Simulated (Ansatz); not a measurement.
Rows from a G0W0 calculation on HgC2S2N2 (C2/m) (Ansatz 0.2.0; G0W0 on PBE, plane waves, PAW; PAW set soft_1; 4×4×4 mesh, 1043 empty bands, screening to 220 eV, PAW set soft_1 files), in eV. Spin-orbit coupling is left out.

| row | Σx | Σc | Vxc | Z |
| --- | --- | --- | --- | --- |
| A | -19.79 | 1.91 | -16.66 | 0.75 |
| B | -8.27 | -4.25 | -13.41 | 0.77 |
| C | -10.98 | -3.69 | -15.27 | 0.79 |
| D | -8.36 | -4.08 | -13.26 | 0.78 |
| E | -11.36 | -4.14 | -16.24 | 0.78 |
| F | -19.79 | 1.98 | -16.59 | 0.75 |

Q: Which rows are filled states and which are empty ones, and how can one tell?

Filled: A and F. Empty: B, C, D and E. The sign of Σc tells: for a filled state bare exchange, which holds its interaction with itself, lies below Vxc (Σx − Vxc is -3.1 eV or lower here) and screening gives part back as a positive Σc. For an empty state Σx lies above Vxc (+4.3 eV or more) and the Coulomb hole leaves Σc negative.

[Runs of the session that timed out or met a known fault of the program may be left out.]

[Cells called generated may have been cut or substituted from an entry of the Crystallography Open Database or the Materials Project.]

[Hosts, paths, dates, database ids (printed as entryN), source tags and the programs' standing remarks are cut or masked in the printed files.]
